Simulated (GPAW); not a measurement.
## Near-edge structure at the O K edge of Ti2O (P-3m1)

Aim: the near-edge shape at the O K edge of Ti2O (P-3m1), and what the core hole does to it.

Calculated with GPAW 26.7.0; X-ray absorption from dipole matrix elements to empty bands, plane-wave PAW LDA.

## Step 1: Starting point

The structure is trigonal, space group P-3m1 (No. 164). The conventional cell has a = 2.919 Å, b = 2.919 Å, c = 4.713 Å, α = 90.00°, β = 90.00°, γ = 120.00°. Nearest to Ti lie 3 O at 2.14 Å. Nearest to O lie 6 Ti at 2.14 Å. Farther neighbours and most contacts between anions are not listed.

As a file:

```cif
data_structure
_symmetry_space_group_name_H-M 'P 1'
_symmetry_Int_Tables_number 1
_cell_length_a 2.9194
_cell_length_b 2.9194
_cell_length_c 4.7130
_cell_angle_alpha 90.000
_cell_angle_beta 90.000
_cell_angle_gamma 120.000
_cell_volume 34.79
loop_
_atom_site_label
_atom_site_type_symbol
_atom_site_fract_x
_atom_site_fract_y
_atom_site_fract_z
_atom_site_occupancy
Ti1 Ti 0.33333 0.66667 0.72126 1
Ti2 Ti 0.66667 0.33333 0.27874 1
O3 O 0.00000 0.00000 0.00000 1
```

## Step 2: Ground state of the crystal

A plain self-consistent run shows whether there is a gap, which decides the set-up of the core-hole run.

Input file scf.py:

```python
import numpy as np
from ase import Atoms
from ase.parallel import parprint, paropen
from gpaw import GPAW, PW, FermiDirac, Mixer, MixerDif, setup_paths
from gpaw.test import gen
setup_paths.insert(0, '.')
gen('O', name='nch1s', xcname='LDA', corehole=(1, 0, 0), write_xml=True)
from gpaw.mpi import world
world.barrier()

atoms = Atoms('Ti2O',
    cell=[[2.9194, 0, 0],
     [-1.4597, 2.52827456, 0],
     [0, 0, 4.713]],
    scaled_positions=[[0.33333333, 0.66666667, 0.72126],
     [0.66666667, 0.33333333, 0.27874],
     [0, 0, 0]],
    pbc=True)
atoms.calc = calc = GPAW(legacy_gpaw=True, mode=PW(500, force_complex_dtype=True), xc='LDA', setups={2: 'nch1s'},
    kpts={'size': (10, 10, 5), 'gamma': True}, occupations=FermiDirac(0.05),
    charge=0, mixer=Mixer(0.1, 5, 50), maxiter=150,
    convergence={'density': 0.0001, 'eigenstates': 1e-6}, txt='scf.txt')
energy = atoms.get_potential_energy() + calc.get_reference_energy()
ef = calc.get_fermi_level()
out = dict(energy=energy, fermi=ef, forces=atoms.get_forces().tolist())
parprint(f'all-electron energy {energy:.4f} eV, Fermi level {ef:.4f} eV')
ev = np.array([[calc.get_eigenvalues(k, s) for k in range(len(calc.get_ibz_k_points()))] for s in range(calc.get_number_of_spins())])
out['homo'], out['lumo'], out['counts'] = ev[ev < ef].max(), ev[ev > ef].min(), sorted(set((ev < ef).sum((0, 2)).tolist()))
out['filled'] = (ev[:, 0] < ef).sum(1).tolist()
import json
with paropen('out.json', 'w') as f:
    json.dump(out, f)
```

Command:

```console
$ OMP_NUM_THREADS=1 mpirun -n 4 gpaw python scf.py
```

Numbers of over 12 decimals in the logs are rounded to 6 here.

Output:

```text
Input parameters:
  convergence: {density: 0.0001,
                eigenstates: 1e-06}
  kpts: {gamma: True,
         size: (10, 10, 5)}
  maxiter: 150
  mixer: {backend: pulay,
          beta: 0.1,
          method: separate,
          nmaxold: 5,
          weight: 50}
  mode: {ecut: 500.0,
         force_complex_dtype: True,
         name: pw}
  occupations: {fixmagmom: False,
                name: fermi-dirac,
                width: 0.05}
  setups: {2: nch1s}

Initialize ...

[... PAW data sets ...]

Reference energy: -48375.806187  # eV

Spin-paired calculation

[... convergence settings ...]
Symmetries present (total): 4
  [... symmetry matrices ...]

500 k-points: 10 x 10 x 5 Monkhorst-Pack grid + [1/20,1/20,0.000000]
141 k-points in the irreducible part of the Brillouin zone
       k-points in crystal coordinates                weights
   0:     0.00000000    0.00000000    0.00000000          1/500
   1:     0.00000000    0.00000000    0.20000000          2/500
   2:     0.00000000    0.00000000    0.40000000          2/500
   3:     0.00000000    0.10000000   -0.40000000          2/500
   4:     0.00000000    0.10000000   -0.20000000          2/500
   5:     0.00000000    0.10000000    0.00000000          2/500
   6:     0.00000000    0.10000000    0.20000000          2/500
   7:     0.00000000    0.10000000    0.40000000          2/500
   8:     0.00000000    0.20000000   -0.40000000          2/500
   9:     0.00000000    0.20000000   -0.20000000          2/500
          ...
 140:     0.50000000    0.50000000    0.40000000          4/500

Wave functions: Plane wave expansion
  Cutoff energy: 500.000 eV
  Number of coefficients (min, max): 871, 898
  Pulay-stress correction: 0.000000 eV/Ang^3 (de/decut=0.000000)
  Using FFTW library
  Wavefunction extrapolation:
    Improved wavefunction reuse through dual PAW basis

Occupation numbers: Fermi-Dirac:
  width: 0.0500  # eV

Eigensolver
   Davidson(niter=2)

Densities:
  Coarse grid: 16*16*25 grid
  Fine grid: 32*32*50 grid
  Total Charge: 0.000000

Density mixing:
  Method: separate
  Backend: pulay
  Linear mixing parameter: 0.1
  old densities: 5
  Width of damping distribution: 1.1
  Damping of long wavelength oscillations: 50

[... Hamiltonian set-up ...]
Number of atoms: 3
Number of atomic orbitals: 30
Number of bands in calculation: 22
Number of valence electrons: 30
Bands to converge: occupied

... initialized

Initializing position-dependent things.

Density initialized from atomic densities
Creating initial wave functions:
  22 bands from LCAO basis set

        Ti

           Ti

       O

Atomic positions and initial magnetic moments

Positions:
   0 Ti    -0.000000    1.685516    3.399298    ( 0.0000,  0.0000,  0.0000)
   1 Ti     1.459700    0.842758    1.313702    ( 0.0000,  0.0000,  0.0000)
   2 O      0.000000    0.000000    0.000000    ( 0.0000,  0.0000,  0.0000)

Unit cell:
           periodic     x           y           z      points  spacing
  1. axis:    yes    2.919400    0.000000    0.000000    16     0.1580
  2. axis:    yes   -1.459700    2.528275    0.000000    16     0.1580
  3. axis:    yes    0.000000    0.000000    4.713000    25     0.1885

  Lengths:   2.919400   2.919400   4.713000
  Angles:   90.000000  90.000000 120.000000

Effective grid spacing dv^(1/3) = 0.1758

iter:   1   -27.473875
iter:   2   -26.898573   -1.18  -1.17
iter:   3   -26.243432   -0.63  -1.26
iter:   4   -26.238765   -1.62  -1.58
iter:   5   -26.219041   -1.61  -1.63
iter:   6   -26.244748   -1.69  -1.99
iter:   7   -26.219966   -2.43  -2.18
iter:   8   -26.218152   -2.87  -2.59
iter:   9   -26.217869c  -3.86  -2.98
iter:  10   -26.217818c  -3.83  -3.14
iter:  11   -26.217796c  -5.14  -3.59
iter:  12   -26.217787c  -5.34  -3.61
iter:  13   -26.217810c  -5.06  -3.71
iter:  14   -26.217797c  -5.56  -3.70
iter:  15   -26.217801c  -6.54c -4.07c

Converged after 15 iterations.

Dipole moment: (0.000000, -0.000000, -0.000000) |e|*Ang

Energy contributions relative to reference atoms: (reference = -48375.806187)

Kinetic:        +26.228787
Potential:      -25.168234
External:        +0.000000
XC:             -27.199592
Entropy (-ST):   -0.007167
Local:           -0.075179
SIC:             +0.000000
--------------------------
Free energy:    -26.221385
Extrapolated:   -26.217801

Showing only first 2 kpts
 Kpt  Band  Eigenvalues  Occupancy
  0    13     10.16864    1.99931
  0    14     10.92624    0.00152
  0    15     11.00718    0.00030
  0    16     11.00718    0.00030

  1    13      9.77840    2.00000
  1    14     10.91951    0.00174
  1    15     10.91953    0.00174
  1    16     11.37492    0.00000

Fermi level: 10.56727

No gap
No difference between direct/indirect transitions

Forces in eV/Ang:
  0 Ti    0.00000   -0.00002    1.44426
  1 Ti    0.00000    0.00002   -1.44426
  2 O     0.00000    0.00000    0.00000
Scalar-relativistic atomic LDA calculation for O (Oxygen, Z=8)
Core hole in 1s state (1s occupation: 2.0)
300 radial gridpoints.
|------------------------------------------------|
|------------------------------------------------|
[... the atom generator's iteration count ...]

Energy contributions:
-------------------------
Kinetic:      +74.266897
XC:            -7.772280
Potential:   -141.018865
-------------------------
Total:        -74.524248

state      eigenvalue         ekin         rmax
-----------------------------------------------
1s^2.0 :   -18.772897    28.821965        0.130
2s^2.0 :    -0.872866     3.204810        0.874
2p^4.0 :    -0.337925     2.553337        0.813
-----------------------------------------------
(units: Bohr and Hartree)

Generating PAW setup
Kinetic energy of the core from tauc = 57.689706
Cutoffs:
rc(s)=1.300
rc(p)=1.130
rc(d)=1.170
rc(vbar)=1.300
rc(comp)=1.260
rc(nct)=1.300

Kinetic energy of the core states: 57.643930
Charge: 0.0
Core electrons: 2.0
Valence electrons: 6.0
Pseudo-core charge: 0.000776
Shape function alpha=6.299
Pseudo-electron charge 5.666261
state    eigenvalue         norm
--------------------------------
2s(2) :    -0.872866     1.079797
*s    :     0.127134
2p(4) :    -0.337925     0.876472
*p    :     0.662075
*d    :     0.000000
--------------------------------

Diagonalizing with gridspacing h=0.050

state   all-electron     PAW
-------------------------------
2s:      -0.872866    -0.873954
2p:      -0.337925    -0.341740
*d:                    0.050276
*f:                    0.077289
-------------------------------
all-electron energy -48402.0240 eV, Fermi level 10.5673 eV
```

Elapsed: 12 s, on 4 MPI ranks of Intel Xeon Platinum 8375C at 2.90GHz (Ice Lake), shared host; peak memory 0.19 GiB.

The mesh shows no gap, so the system is treated as a metal and the core electron is put at the Fermi level (neutral cell).

## Step 3: Spectrum without a core hole, O atom 3

This cheap baseline ignores the attraction of the hole: it shows the absorber's empty states as they are in the ground state. The data set with a hole of occupation 0 only carries the core orbital.

The absorber has 6 Ti at 2.14 Å (octahedral, site symmetry -3m).

Input file xas.py:

```python
import numpy as np
from ase import Atoms
from ase.parallel import parprint, paropen
from gpaw import GPAW, PW, FermiDirac, Mixer, MixerDif, setup_paths
from gpaw.test import gen
setup_paths.insert(0, '.')
gen('O', name='nch1s', xcname='LDA', corehole=(1, 0, 0), write_xml=True)
from gpaw.mpi import world
world.barrier()

atoms = Atoms('Ti2O',
    cell=[[2.9194, 0, 0],
     [-1.4597, 2.52827456, 0],
     [0, 0, 4.713]],
    scaled_positions=[[0.33333333, 0.66666667, 0.72126],
     [0.66666667, 0.33333333, 0.27874],
     [0, 0, 0]],
    pbc=True)
atoms.calc = calc = GPAW(legacy_gpaw=True, mode=PW(500, force_complex_dtype=True), xc='LDA', setups={2: 'nch1s'},
    kpts={'size': (13, 13, 7), 'gamma': True}, occupations=FermiDirac(0.1),
    charge=0, mixer=Mixer(0.1, 5, 50), maxiter=150,
    convergence={'density': 0.0001, 'eigenstates': 1e-6}, txt='scf.txt')
energy = atoms.get_potential_energy() + calc.get_reference_energy()
ef = calc.get_fermi_level()
out = dict(energy=energy, fermi=ef, forces=atoms.get_forces().tolist())
parprint(f'all-electron energy {energy:.4f} eV, Fermi level {ef:.4f} eV')
ev = np.array([[calc.get_eigenvalues(k, s) for k in range(len(calc.get_ibz_k_points()))] for s in range(calc.get_number_of_spins())])
out['homo'], out['lumo'], out['counts'] = ev[ev < ef].max(), ev[ev > ef].min(), sorted(set((ev < ef).sum((0, 2)).tolist()))
out['filled'] = (ev[:, 0] < ef).sum(1).tolist()

from ase.units import Ha
from gpaw.xas import dipole_matrix_elements
nb = int(calc.get_number_of_electrons() / 2) + 34
top = nb
nscf = calc.fixed_density(kpts={'size': (9, 9, 5), 'gamma': True},
    convergence={'eigenstates': 1.0}, txt='nscf.txt')
nscf.diagonalize_full_hamiltonian(nbands=nb)
cell = atoms.cell.array
ops = [cell.T @ U.T @ np.linalg.inv(cell.T) for U in nscf.wfs.kd.symmetry.op_scc]
E = np.arange(-25, 34, 0.1)
fwhm = np.interp(E, [4, 25], [0.9, 3.5])
Y, X, zero, highest = 0, 0, 1e9, 1e9
for spin in range(nscf.get_number_of_spins()):
    wfs = nscf.wfs
    mine = wfs.bd.get_slice()  # this rank's bands
    A = dipole_matrix_elements(wfs.setups[2])
    eps = np.zeros((wfs.kd.nibzkpts, nb))
    d = np.zeros((3, A.shape[1], wfs.kd.nibzkpts, nb), complex)
    for kpt in wfs.kpt_u:
        if kpt.s == spin and 2 in kpt.P_ani:
            eps[kpt.k, mine] = kpt.eps_n * Ha
            d[:, :, kpt.k, mine] = (kpt.weight * wfs.nspins / 2) ** 0.5 * np.inner(A, kpt.P_ani[2])
    world.sum(eps)
    world.sum(d)
    T = np.einsum('amkn,bmkn->abkn', d, d.conj()).real
    T = sum(np.einsum('ai,ijkn,bj->abkn', R, T, R) for R in ops) / len(ops)
    empty = eps > ef
    zero, highest = min(zero, eps[empty].min()), min(highest, eps[:, top - 1].min())
    lines = [(eps, T, empty)] if spin == 0 else lines + [(eps, T, empty)]
for eps, T, empty in lines:
    f = np.einsum('aakn->akn', T).reshape(3, -1)
    x = eps.ravel() - zero
    w = np.interp(x, E, fwhm) / 2.35482
    g = np.exp(-0.5 * ((E[:, None] - x) / w) ** 2) / (w * (2 * np.pi) ** 0.5)
    Y = Y + (f * empty.ravel()) @ g.T
    X = X + (f * ~empty.ravel()) @ g.T
out.update(E=E.round(2).tolist(), xas=Y.tolist(), xes=X.tolist(), zero=zero, valid=highest - zero, nk=len(eps), nb=nb)
for i in range(0, len(E), 10):
    parprint(f'{E[i]:7.2f}', *(f'{v:10.3e}' for v in Y[:, i]))
import json
with paropen('out.json', 'w') as f:
    json.dump(out, f)
```

Command:

```console
$ OMP_NUM_THREADS=1 mpirun -n 4 gpaw python xas.py
```

Output:

```text
Input parameters:
  convergence: {density: 0.0001,
                eigenstates: 1e-06}
  kpts: {gamma: True,
         size: (13, 13, 7)}
  maxiter: 150
  mixer: {backend: pulay,
          beta: 0.1,
          method: separate,
          nmaxold: 5,
          weight: 50}
  mode: {ecut: 500.0,
         force_complex_dtype: True,
         name: pw}
  occupations: {fixmagmom: False,
                name: fermi-dirac,
[...]
*p    :     0.662075
*d    :     0.000000
--------------------------------

Diagonalizing with gridspacing h=0.050

state   all-electron     PAW
-------------------------------
2s:      -0.872866    -0.873954
2p:      -0.337925    -0.341740
*d:                    0.050276
*f:                    0.077289
-------------------------------
all-electron energy -48402.0203 eV, Fermi level 10.5839 eV
[...]
32.00  1.005e-04  1.005e-04  4.052e-05
  33.00  9.117e-05  9.117e-05  5.631e-05
[key lines of the parts left out:]
Converged after 15 iterations.
Dipole moment: (-0.000000, 0.000000, -0.000000) |e|*Ang
Free energy:    -26.229835
Fermi level: 10.58389
```

Wall time 53 s (4 MPI ranks); peak memory 0.33 GiB.

The O K spectrum, O atom 3, no core hole (energy from the lowest empty level; intensity scaled to a mean of 1 over the first 20 eV; polarised curves are means over the symmetry-equivalent atoms):

```tsv
E (eV)	isotropic	ε ⊥ c	ε ∥ c
-2.0	0.00	0.00	0.00
-1.5	0.00	0.00	0.00
-1.0	0.00	0.00	0.00
-0.5	0.03	0.03	0.03
0.0	0.21	0.23	0.18
0.5	0.74	0.84	0.56
1.0	1.72	1.95	1.28
1.5	2.26	2.55	1.69
2.0	1.93	1.96	1.86
2.5	1.71	1.61	1.92
3.0	1.70	1.71	1.70
3.5	1.81	1.81	1.81
4.0	1.80	1.83	1.76
4.5	1.14	1.08	1.28
5.0	0.78	0.69	0.97
5.5	0.77	0.71	0.89
6.0	0.81	0.78	0.87
6.5	0.95	0.92	1.00
7.0	1.04	0.97	1.18
7.5	1.04	0.93	1.25
8.0	0.91	0.81	1.11
8.5	0.70	0.61	0.89
9.0	0.54	0.41	0.78
9.5	0.51	0.35	0.83
10.0	0.62	0.48	0.91
10.5	0.88	0.85	0.94
11.0	1.25	1.39	0.98
11.5	1.56	1.84	1.00
12.0	1.62	1.95	0.96
12.5	1.47	1.75	0.89
13.0	1.27	1.48	0.83
13.5	1.09	1.24	0.79
14.0	0.93	1.02	0.74
14.5	0.75	0.80	0.66
15.0	0.61	0.61	0.60
15.5	0.52	0.49	0.58
16.0	0.49	0.43	0.59
16.5	0.48	0.42	0.59
17.0	0.49	0.44	0.57
17.5	0.50	0.48	0.53
18.0	0.51	0.53	0.49
18.5	0.53	0.56	0.47
19.0	0.53	0.56	0.47
19.5	0.52	0.53	0.50
20.0	0.50	0.48	0.55
20.5	0.49	0.43	0.61
21.0	0.48	0.38	0.68
21.5	0.49	0.36	0.76
22.0	0.51	0.35	0.83
22.5	0.54	0.36	0.90
23.0	0.57	0.37	0.96
23.5	0.60	0.39	1.00
24.0	0.62	0.42	1.01
24.5	0.63	0.45	1.00
25.0	0.65	0.48	0.98
25.5	0.66	0.52	0.94
26.0	0.68	0.58	0.90
26.5	0.72	0.65	0.85
27.0	0.76	0.74	0.80
27.5	0.81	0.84	0.74
28.0	0.85	0.94	0.67
28.5	0.88	1.02	0.60
29.0	0.90	1.08	0.53
29.5	0.90	1.12	0.46
30.0	0.90	1.14	0.41
30.5	0.89	1.14	0.38
31.0	0.88	1.13	0.37
31.5	0.87	1.11	0.39
32.0	0.86	1.08	0.43
```

Main maxima below 24 eV (height): 1.5 eV (2.26), 3.8 eV (1.89), 7.2 eV (1.05), 11.8 eV (1.63) and 18.9 eV (0.53). A K edge sees empty p states; the first features are O p mixed into the empty d states of the Ti neighbours, and the broad ones above probably into the cations' higher empty bands.

The same matrix elements for filled bands give the O K emission of O atom 3 (ground-state approximation; energy from the lowest empty level, largest value 1):

```tsv
E (eV)	emission
-24.00	0.00
-23.25	0.00
-22.50	0.00
-21.75	0.00
-21.00	0.00
-20.25	0.00
-19.50	0.00
-18.75	0.00
-18.00	0.00
-17.25	0.00
-16.50	0.00
-15.75	0.00
-15.00	0.00
-14.25	0.00
-13.50	0.00
-12.75	0.00
-12.00	0.00
-11.25	0.00
-10.50	0.00
-9.75	0.00
-9.00	0.02
-8.25	0.34
-7.50	0.76
-6.75	0.95
-6.00	0.54
-5.25	0.05
-4.50	0.00
-3.75	0.00
-3.00	0.01
-2.25	0.04
-1.50	0.05
-0.75	0.06
0.00	0.01
0.75	0.00
1.50	0.00
2.25	0.00
3.00	0.00
```

Emission maxima: -7.0 eV (1.00) and -1.0 eV (0.06).

## Step 4: Reference energy of the supercell

The photon energy needs a difference of total energies, so the cell and mesh of the coming hole run are first run without a hole.

Changes to scf.py since step 2:

```diff
@@ -10,12 +10,21 @@
 
-atoms = Atoms('Ti2O',
-    cell=[[2.9194, 0, 0],
-     [-1.4597, 2.52827456, 0],
-     [0, 0, 4.713]],
-    scaled_positions=[[0.33333333, 0.66666667, 0.72126],
-     [0.66666667, 0.33333333, 0.27874],
-     [0, 0, 0]],
+atoms = Atoms('Ti8O4',
+    cell=[[-2.9194, 0, -4.713],
+     [2.9194, 0, -4.713],
+     [2.9194, -5.05654913, 0]],
+    scaled_positions=[[0.47270333, 0.80603667, 0.66666667],
+     [0.47270333, 0.80603667, 0.16666667],
+     [0.97270333, 0.30603667, 0.66666667],
+     [0.97270333, 0.30603667, 0.16666667],
+     [0.52729667, 0.19396333, 0.83333333],
+     [0.52729667, 0.19396333, 0.33333333],
+     [0.02729667, 0.69396333, 0.83333333],
+     [0.02729667, 0.69396333, 0.33333333],
+     [0, 0, 0],
+     [0, 0, 0.5],
+     [0.5, 0.5, 0],
+     [0.5, 0.5, 0.5]],
     pbc=True)
-atoms.calc = calc = GPAW(legacy_gpaw=True, mode=PW(500, force_complex_dtype=True), xc='LDA', setups={2: 'nch1s'},
-    kpts={'size': (10, 10, 5), 'gamma': True}, occupations=FermiDirac(0.05),
+atoms.calc = calc = GPAW(legacy_gpaw=True, mode=PW(500, force_complex_dtype=True), xc='LDA', setups={8: 'nch1s'},
+    kpts={'size': (4, 4, 4), 'gamma': True}, occupations=FermiDirac(0.1),
     charge=0, mixer=Mixer(0.1, 5, 50), maxiter=150,
```

Command:

```console
$ OMP_NUM_THREADS=1 mpirun -n 4 gpaw python scf.py
```

Output:

```text
Input parameters:
  convergence: {density: 0.0001,
                eigenstates: 1e-06}
  kpts: {gamma: True,
         size: (4, 4, 4)}
  maxiter: 150
  mixer: {backend: pulay,
          beta: 0.1,
          method: separate,
          nmaxold: 5,
          weight: 50}
  mode: {ecut: 500.0,
         force_complex_dtype: True,
         name: pw}
  occupations: {fixmagmom: False,
                name: fermi-dirac,
[...]
warnings.warn(
<dir> UserWarning: Using symmetrized grid: (32,32,32).

  warnings.warn('Using symmetrized grid: ({},{},{}).\n'.format(*N_c))
<dir> UserWarning: Using symmetrized grid: (32,32,32).

  warnings.warn('Using symmetrized grid: ({},{},{}).\n'.format(*N_c))
<dir> UserWarning: Using symmetrized grid: (32,32,32).

  warnings.warn('Using symmetrized grid: ({},{},{}).\n'.format(*N_c))
all-electron energy -193608.0812 eV, Fermi level 10.5884 eV
[key lines of the parts left out:]
Converged after 18 iterations.
Dipole moment: (-0.000000, 0.000000, -0.000000) |e|*Ang
Free energy:   -104.918695
Fermi level: 10.58844
```

Wall time 42 s (4 MPI ranks); peak memory 0.33 GiB; 2.8 min of CPU time.

Reference energy: -193608.081 eV with the cores included.

[end of part 1 of 3]

[Banner, clock and machine lines of the logs are left out without a mark of their own.]

[Logs are printed without paths, hosts, clocks, repeated set-up lines and the standing remarks that a program may print on its own settings, such as how far it seeks lower states.]

[Hosts, paths, dates, database ids (printed as entryN), source tags and the programs' standing remarks are cut or masked in the printed files.]

[Lists of maxima count a maximum above −3 eV only where it reaches 4 % of the highest in the window and stands out from its surroundings by 2 % of it (1.5 % where it reaches 55 %); shoulders and weaker maxima are passed over, and of the rest the first, up to two pre-edge ones and the few strongest are named.]
